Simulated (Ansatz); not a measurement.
# Binding across the interface in Zr2CO2 MXene, 4 layers (80 atoms)

Aim: the interaction energy between the two parts of Zr2CO2 MXene, 4 layers (80 atoms) and its distance dependence.

Method: Kohn-Sham DFT, PBE+D4, PAW (set soft_2), plane waves, in Ansatz 0.2.0.

## 1. Starting point

The cell holds 80 atoms: 16 C, 32 Zr and 32 O. Cell: a = 6.752 Å, b = 6.752 Å, c = 40.780 Å, α = 90.0°, β = 90.0°, γ = 120.0°. It derives from Zr2CO2 (Zr2CO2 MXene). 4 layers of Zr2CO2 MXene (a = 3.31 Å), 2 x 2 cells, biaxial strain +2 %, every second layer slid by 0.667 of a1 + 2 a2; facing planes 2.84, 2.72, 2.82 Å apart; 14 Å of vacuum. Regions: layer 1, 20 atoms (4 C, 8 Zr and 8 O); layer 2, 20 atoms (4 C, 8 Zr and 8 O); layer 3, 20 atoms (4 C, 8 Zr and 8 O); layer 4, 20 atoms (4 C, 8 Zr and 8 O). Vacuum lies along c.

Limits known from the start: The cell is under 6 Å thick along two periodic directions, so every atom has periodic images of itself close by, which move with it and show among its neighbours and in g(r).

## 2. Single point at the start

The forces at the start show how far the geometry lies from a minimum of this functional.

File input.yaml:

```yaml
crystal:
  lattice:
    - [6.7524, 0.0, 0.0]
    - [-3.3762, 5.84775, 0.0]
    - [0.0, 0.0, 40.78]
  atoms:
    - { symbol: C, position: [0.00404, 0.00017, 0.22835] }
    - { symbol: Zr, position: [0.16704, 0.33497, 0.26193] }
    - { symbol: Zr, position: [0.33202, 0.1635, 0.19448] }
    - { symbol: O, position: [0.33551, 0.16654, 0.28419] }
    - { symbol: O, position: [0.16881, 0.33586, 0.17151] }
    - { symbol: C, position: [0.00351, 0.50165, 0.2282] }
    - { symbol: Zr, position: [0.16715, 0.83519, 0.26144] }
    - { symbol: Zr, position: [0.33121, 0.66489, 0.19415] }
    - { symbol: O, position: [0.33593, 0.66698, 0.28433] }
    - { symbol: O, position: [0.16337, 0.83428, 0.17136] }
    - { symbol: C, position: [0.49751, 0.99558, 0.2283] }
    - { symbol: Zr, position: [0.6677, 0.33459, 0.26154] }
    - { symbol: Zr, position: [0.83174, 0.16714, 0.19407] }
    - { symbol: O, position: [0.83438, 0.1682, 0.28441] }
    - { symbol: O, position: [0.66602, 0.33446, 0.17153] }
    - { symbol: C, position: [0.49717, 0.49893, 0.22794] }
    - { symbol: Zr, position: [0.66697, 0.83423, 0.26152] }
    - { symbol: Zr, position: [0.83586, 0.66864, 0.19466] }
    - { symbol: O, position: [0.83563, 0.66683, 0.28463] }
    - { symbol: O, position: [0.66606, 0.83417, 0.17211] }
    - { symbol: C, position: [0.33265, 0.66773, 0.41044] }
    - { symbol: Zr, position: [0.49988, 0.99876, 0.44427] }
    - { symbol: Zr, position: [0.67165, 0.83542, 0.37657] }
    - { symbol: O, position: [0.66443, 0.83195, 0.46665] }
    - { symbol: O, position: [0.50154, 0.00099, 0.35418] }
    - { symbol: C, position: [0.33578, 0.16983, 0.41034] }
    - { symbol: Zr, position: [0.50153, 0.50162, 0.44432] }
    - { symbol: Zr, position: [0.66572, 0.33337, 0.37668] }
    - { symbol: O, position: [0.66712, 0.33494, 0.4668] }
    - { symbol: O, position: [0.49876, 0.49816, 0.35355] }
    - { symbol: C, position: [0.83443, 0.66791, 0.41046] }
    - { symbol: Zr, position: [0.99855, 0.99784, 0.44395] }
    - { symbol: Zr, position: [0.16897, 0.83239, 0.37638] }
    - { symbol: O, position: [0.16806, 0.83632, 0.46664] }
    - { symbol: O, position: [0.99856, 0.99933, 0.35389] }
    - { symbol: C, position: [0.83298, 0.16681, 0.4104] }
    - { symbol: Zr, position: [0.00017, 0.50078, 0.44408] }
    - { symbol: Zr, position: [0.16634, 0.33438, 0.37694] }
    - { symbol: O, position: [0.16879, 0.33498, 0.46707] }
    - { symbol: O, position: [0.9982, 0.49513, 0.35393] }
    - { symbol: C, position: [0.99981, 0.00213, 0.59003] }
    - { symbol: Zr, position: [0.16633, 0.33536, 0.62304] }
    - { symbol: Zr, position: [0.33231, 0.16612, 0.55683] }
    - { symbol: O, position: [0.3352, 0.16705, 0.64627] }
    - { symbol: O, position: [0.16737, 0.33307, 0.53344] }
    - { symbol: C, position: [0.99978, 0.5004, 0.58992] }
    - { symbol: Zr, position: [0.16479, 0.8338, 0.62335] }
    - { symbol: Zr, position: [0.33586, 0.66663, 0.55621] }
    - { symbol: O, position: [0.33681, 0.66889, 0.64645] }
    - { symbol: O, position: [0.16558, 0.83403, 0.53344] }
    - { symbol: C, position: [0.50258, 0.00105, 0.58997] }
    - { symbol: Zr, position: [0.66503, 0.33369, 0.62305] }
    - { symbol: Zr, position: [0.83208, 0.16468, 0.5566] }
    - { symbol: O, position: [0.83558, 0.16935, 0.64616] }
    - { symbol: O, position: [0.66712, 0.33436, 0.53345] }
    - { symbol: C, position: [0.50152, 0.50295, 0.5899] }
    - { symbol: Zr, position: [0.66344, 0.82998, 0.62355] }
    - { symbol: Zr, position: [0.83071, 0.66557, 0.5564] }
    - { symbol: O, position: [0.83484, 0.66636, 0.64631] }
    - { symbol: O, position: [0.66822, 0.83158, 0.53343] }
    - { symbol: C, position: [0.33411, 0.66956, 0.77226] }
    - { symbol: Zr, position: [0.49879, 0.99873, 0.80531] }
    - { symbol: Zr, position: [0.66941, 0.8373, 0.73857] }
    - { symbol: O, position: [0.6669, 0.83189, 0.82844] }
    - { symbol: O, position: [0.49832, 0.0007, 0.71563] }
    - { symbol: C, position: [0.33389, 0.16478, 0.77171] }
    - { symbol: Zr, position: [0.49991, 0.49874, 0.80581] }
    - { symbol: Zr, position: [0.66691, 0.33419, 0.73901] }
    - { symbol: O, position: [0.67013, 0.33494, 0.82777] }
    - { symbol: O, position: [0.49911, 0.49674, 0.71549] }
    - { symbol: C, position: [0.8345, 0.66858, 0.77208] }
    - { symbol: Zr, position: [0.99941, 0.00287, 0.80525] }
    - { symbol: Zr, position: [0.16523, 0.83284, 0.73818] }
    - { symbol: O, position: [0.16552, 0.83269, 0.82803] }
    - { symbol: O, position: [0.99876, 0.99824, 0.71491] }
    - { symbol: C, position: [0.83578, 0.16634, 0.77168] }
    - { symbol: Zr, position: [0.00114, 0.50102, 0.80599] }
    - { symbol: Zr, position: [0.16966, 0.33593, 0.73823] }
    - { symbol: O, position: [0.1698, 0.33611, 0.82837] }
    - { symbol: O, position: [0.99997, 0.49975, 0.71548] }
kpoints:
  mp_grid: { grid: [3, 3, 1] }
hamiltonian:
  xc: pbe
  dispersion: d4
scf:
  occupations: { method: fixed }
output:
  forces: true
```

On the command line:

```sh
ansatz run input.yaml --threads 4 --pin off --max-ram 15872MiB --backend cpu --events-out ev --progress --plain --runs-dir out
```

Numbers of over 12 decimals in the logs are rounded to 6 here.

What it wrote:

```text
Engine: ansatz 0.2.0, aarch64-unknown-linux-gnu
Pseudopotentials: kind: paw
Pseudopotential: C, paw, valence charge 4, recommended cutoff 420 eV (normal), C.paw.azcp
Pseudopotential: Zr, paw, valence charge 12, recommended cutoff 420 eV (normal), Zr.paw.azcp
Pseudopotential: O, paw, valence charge 6, recommended cutoff 420 eV (normal), O.paw.azcp
[... 5 lines on functional and potentials left out ...]
Crystal: 80 atoms, lattice volume = 1610.253 Å³
Basis set: ecut = 420 eV, 31517 PW (Γ), exchange–correlation on 96×96×576 points (8 copies of the dense FFT grid, shifted against one another)
Bands: 400, of which v1, the nominal top of the filled ones, is band 320 counted from 1 (319 counted from 0)
Symmetry: 1 space group operations
Space group: P1 (ITA 1), of the structure as read, at distance tolerance 1.2e-4 Å
k-points: 5 of 9 (time reversal used)
[... 7 lines on functional and potentials left out ...]
Initial density: superposition of atomic densities (neutral atoms: chi_scale 0, normalization atom), corrected by the library's trained network
Initial wavefunctions: pseudopotential atomic-orbital guess
Functional: x = pbe(κ = 0.804, μ = 0.219515), c = pbe(β = 0.066725)
SCF iter   1: F=—  HF=-156165.465825 eV  |F-HF|=—  |Δ(HF+E_count)|=         —  Δρ=4.91e-3  dr2=5.58e-1  ethr=1.77e-3  ⟨swp⟩=4.0  Hψ=6340  notcnv=0  defer=366
preconditioner: auto → Resta (q_TF=auto, 2.339 Å⁻¹)  ε∞=4.9  [insulator: Δε(μ)=1.064 eV  Ē_g=9.206 eV  n_scr=384 (ndim 8)  ℏωp=18.1 eV  f_vac=0.318  ε∞_Penn≈4.9  vacuum switching on, ρ_ref=6.1e-3 e/Å³]
SCF iter   2: F=—  HF=-156165.395216 eV  |F-HF|=—  |Δ(HF+E_count)|=   7.06e-2  Δρ=2.15e-3  dr2=6.39e-2  ethr=8.73e-5  ⟨swp⟩=2.0  Hψ=2946  notcnv=0  defer=389
SCF iter   3: F=—  HF=-156165.390442 eV  |F-HF|=—  |Δ(HF+E_count)|=   4.77e-3  Δρ=1.12e-3  dr2=2.26e-2  ethr=9.98e-6  ⟨swp⟩=2.0  Hψ=2606  notcnv=0  defer=390
SCF iter   4: F=—  HF=-156165.392579 eV  |F-HF|=—  |Δ(HF+E_count)|=   2.14e-3  Δρ=7.85e-4  dr2=1.66e-2  ethr=3.52e-6  ⟨swp⟩=2.2  Hψ=2616  notcnv=0  defer=390
SCF iter   5: F=—  HF=-156165.390744 eV  |F-HF|=—  |Δ(HF+E_count)|=   1.83e-3  Δρ=1.59e-4  dr2=4.39e-4  ethr=2.60e-6  ⟨swp⟩=2.2  Hψ=2603  notcnv=0  defer=380
SCF iter   6: F=—  HF=-156165.390866 eV  |F-HF|=—  |Δ(HF+E_count)|=   1.22e-4  Δρ=1.09e-4  dr2=3.00e-4  ethr=6.85e-8  ⟨swp⟩=3.0  Hψ=3105  notcnv=0  defer=364
SCF iter   7: F=—  HF=-156165.390827 eV  |F-HF|=—  |Δ(HF+E_count)|=   3.94e-5  Δρ=4.54e-5  dr2=5.00e-5  ethr=4.68e-8  ⟨swp⟩=2.0  Hψ=2596  notcnv=0  defer=364
SCF iter   8: F=—  HF=-156165.390700 eV  |F-HF|=—  |Δ(HF+E_count)|=   1.27e-4  Δρ=1.54e-5  dr2=5.85e-6  ethr=7.81e-9  ⟨swp⟩=2.0  Hψ=2960  notcnv=0  defer=364
SCF iter   9: F=—  HF=-156165.390701 eV  |F-HF|=—  |Δ(HF+E_count)|=   1.20e-6  Δρ=1.15e-5  dr2=3.38e-6  ethr=9.14e-10  ⟨swp⟩=2.2  Hψ=2606  notcnv=0  defer=364
SCF iter  10: F=—  HF=-156165.390701 eV  |F-HF|=—  |Δ(HF+E_count)|=   2.61e-7  Δρ=4.89e-6  dr2=5.20e-7  ethr=5.28e-10  ⟨swp⟩=2.0  Hψ=2596  notcnv=0  defer=364
SCF iter  11: F=—  HF=-156165.390701 eV  |F-HF|=—  |Δ(HF+E_count)|=   5.17e-8  Δρ=2.30e-6  dr2=1.29e-7  ethr=8.13e-11  ⟨swp⟩=3.0  Hψ=2801  notcnv=0  defer=364
SCF iter  12: F=-156165.390701 eV  HF=-156165.390701 eV  |F-HF|=5.24e-10  |Δ(HF+E_count)|=   1.44e-8  Δρ=7.01e-7  dr2=1.27e-8  ethr=1.56e-11  ⟨swp⟩=4.0  Hψ=5874  notcnv=0
SCF 1 converged in 12 iterations: F = -156165.390701 eV  dr2 = 1.27e-8
  greatest PAW one-centre occupation: 0.995 electrons in one spin orbital (limit 2), on the Zr atom at site 26 (counted from 0), in its partial waves of l = 0
SCF converged after 12 iterations
Free energy (F): -156165.390701 eV
Harris-Foulkes:  -156165.390701 eV  (|F-HF|=5.24e-10)
Internal energy: -156165.390701 eV  (E = F + TS)
E sigma→0 (E₀):  -156165.390701 eV
Fermi energy:    6.013737 eV
--- Per-component energies (eV) ---
  E_band       = -6790.129158
  E_kinetic    = 17628.375778
  E_local      = -553638.651736  (includes V_loc(G=0)·N_el)
  E_nonlocal   = 4404.424779
  E_hartree    = 269336.316656
  E_xc         = -8330.023951
  E_vxc        = -10107.660074  (∫ρ·V_xc dr)
  E_paw        = -101118.883883  (= ΣΔE_a)
  E_vpaw       = -3749.322817  (= ΣTr[D̂ρ^β])
  E_aug_tail   = 0.078334  (compensation charges beyond the density's cutoff)
  E_ewald      = 215566.878812
  E_disp       = -13.905490  (pairwise vdW)
  E_smearing   = -0.000000  (= −TS)
  E_closure    = -0.000000  (closes the sum)
  Σ components = -156165.390701   (vs F -156165.390701, Δ=0.00e0)
--- Forces (eV/Å), atoms counted from 1 ---
  atom   1  C     -0.24706655    -0.04204803    -0.21249186
  atom   2  Zr     0.15947230     0.01409444     0.69153481
  atom   3  Zr    -0.10725429     0.37028845    -0.68494434
  atom   4  O     -0.04700190     0.08106471    -0.50539295
  atom   5  O     -0.13398490    -0.22163563     0.59857779
  atom   6  C     -0.23665315    -0.14227931    -0.20499852
  atom   7  Zr     0.10405452    -0.07121038     0.96467995
  atom   8  Zr     0.19967764    -0.04779007    -0.53223241
  atom   9  O     -0.03948649     0.00832654    -0.52800171
  atom  10  O      0.16156363    -0.06237029     0.58531680
  atom  11  C      0.10465429     0.37397530    -0.28081433
  atom  12  Zr    -0.07202723     0.02267530     0.89035367
  atom  13  Zr     0.07577825     0.02753879    -0.62528812
  atom  14  O     -0.02986099    -0.04910073    -0.65167959
[...]
atom  79  O     -0.08151443    -0.13162540    -0.54908748
  atom  80  O      0.06146133     0.01356842     0.75394944
  max |Σ_I F_I| component: 1.74e-6 eV/Å
```

It took 3 min on 4 threads of Arm Neoverse V1, shared host; peak memory 9.7 GiB.

The r.m.s. force at the start is 0.42 eV/Å.

## 3. Relaxation

With the cell held, the atoms are moved downhill towards a nearby minimum.

File input.yaml:

```yaml
crystal:
  lattice:
    - [6.7524, 0.0, 0.0]
    - [-3.3762, 5.84775, 0.0]
    - [0.0, 0.0, 40.78]
  atoms:
    [... the 80 atom lines of step 2 ...]
kpoints:
  mp_grid: { grid: [3, 3, 1] }
hamiltonian:
  xc: pbe
  dispersion: d4
scf:
  occupations: { method: fixed }
output:
  forces: true
relax:
  f_tol: 0.05
  max_steps: 120
```

What it wrote:

```text
[...]
Crystal: 80 atoms, lattice volume = 1610.253 Å³
Basis set: ecut = 420 eV, 31517 PW (Γ), exchange–correlation on 96×96×576 points (8 copies of the dense FFT grid, shifted against one another)
Bands: 400, of which v1, the nominal top of the filled ones, is band 320 counted from 1 (319 counted from 0)
Symmetry: 1 space group operations
[...]
k-points: 5 of 9 (time reversal used)
[...]
SCF iter   1: F=—  HF=-156165.465823 eV  |F-HF|=—  |Δ(HF+E_count)|=         —  Δρ=4.91e-3  dr2=5.58e-1  ethr=1.77e-3  ⟨swp⟩=4.0  Hψ=6340  notcnv=0  defer=366
[...]
SCF iter   6: F=—  HF=-156165.390729 eV  |F-HF|=—  |Δ(HF+E_count)|=   1.22e-4  Δρ=1.09e-4  dr2=2.99e-4  ethr=6.84e-8  ⟨swp⟩=3.0  Hψ=3262  notcnv=0  defer=390
SCF iter   7: F=-156165.390671 eV  HF=-156165.390704 eV  |F-HF|=3.36e-5  |Δ(HF+E_count)|=   2.49e-5  Δρ=4.51e-5  dr2=4.97e-5  ethr=9.77e-9  ⟨swp⟩=2.4  Hψ=6242  notcnv=0
SCF 1 converged in 7 iterations: F = -156165.390671 eV  dr2 = 4.97e-5
[...]
relax step   1: F+E_penalty+E_count = -156165.39067062 eV  Δ(F+E_penalty+E_count) = +0.000e0 eV  max|allowed force component| = 1.227e0 eV/Å  Δτ_max = 0.0000 Å  (7 SCF iters, dr2 threshold 6.25e-5 eV, accepted)
[...]
relax step   2: F+E_penalty+E_count = -156165.86489381 eV  Δ(F+E_penalty+E_count) = -4.742e-1 eV  max|allowed force component| = 1.049e0 eV/Å  Δτ_max = 0.1912 Å  (8 SCF iters, dr2 threshold 9.40e-5 eV, accepted)
[...]
relax step   3: F+E_penalty+E_count = -156166.38813399 eV  Δ(F+E_penalty+E_count) = -5.232e-1 eV  max|allowed force component| = 2.893e-2 eV/Å  Δτ_max = 0.1562 Å  (8 SCF iters, dr2 threshold 6.88e-5 eV, accepted)
[...]
relax step   4: F+E_penalty+E_count = -156166.38814822 eV  Δ(F+E_penalty+E_count) = -1.422e-5 eV  max|allowed force component| = 2.990e-2 eV/Å  Δτ_max = 0.0000 Å  (6 SCF iters, accepted)
SCF converged after 6 iterations
Free energy (F): -156166.388148 eV
[...]
Internal energy: -156166.388148 eV  (E = F + TS)
E sigma→0 (E₀):  -156166.388148 eV
Fermi energy:    6.185403 eV
[...]
Σ components = -156166.388148   (vs F -156166.388148, Δ=0.00e0)
--- Forces (eV/Å), atoms counted from 1 ---
  atom   1  C     -0.00571623     0.00641882    -0.00470746
  atom   2  Zr     0.00390720    -0.00092708    -0.00683232
  atom   3  Zr     0.00378704    -0.00337757    -0.00404241
  atom   4  O      0.00245467    -0.00109315     0.00315039
[...]
atom  80  O     -0.00165496     0.00165274    -0.00576923
  max |Σ_I F_I| component: 3.13e-5 eV/Å
--- Relaxed structure (4 steps of the walk, 4 accepted, 0 SCFs on fresh bases) ---
  F+E_penalty+E_count = -156166.38814822 eV   max|allowed force component| = 2.990e-2 eV/Å
  atoms:
    - { symbol: C, position: [0.000248715, 0.000187202, 0.227094] }
    - { symbol: Zr, position: [0.166716, 0.333702, 0.260966] }
    - { symbol: Zr, position: [0.333417, 0.167052, 0.193204] }
    - { symbol: O, position: [0.333419, 0.167037, 0.282444] }
[...]
- { symbol: O, position: [1.001026, 0.500710, 0.717527] }
```

It took 8.9 min on 4 threads; peak memory 9.7 GiB; 35 min of CPU time.

The relaxation converged after 4 steps, 0.997 eV below its start, with a largest force component of 0.030 eV/Å.

(Part 1 of 3 ends here.)

[Logs are printed without paths, hosts, clocks, repeated set-up lines and the standing remarks that a program may print on its own settings, such as how far it seeks lower states.]

[Hosts, paths, dates, database ids (printed as entryN), source tags and the programs' standing remarks are cut or masked in the printed files.]
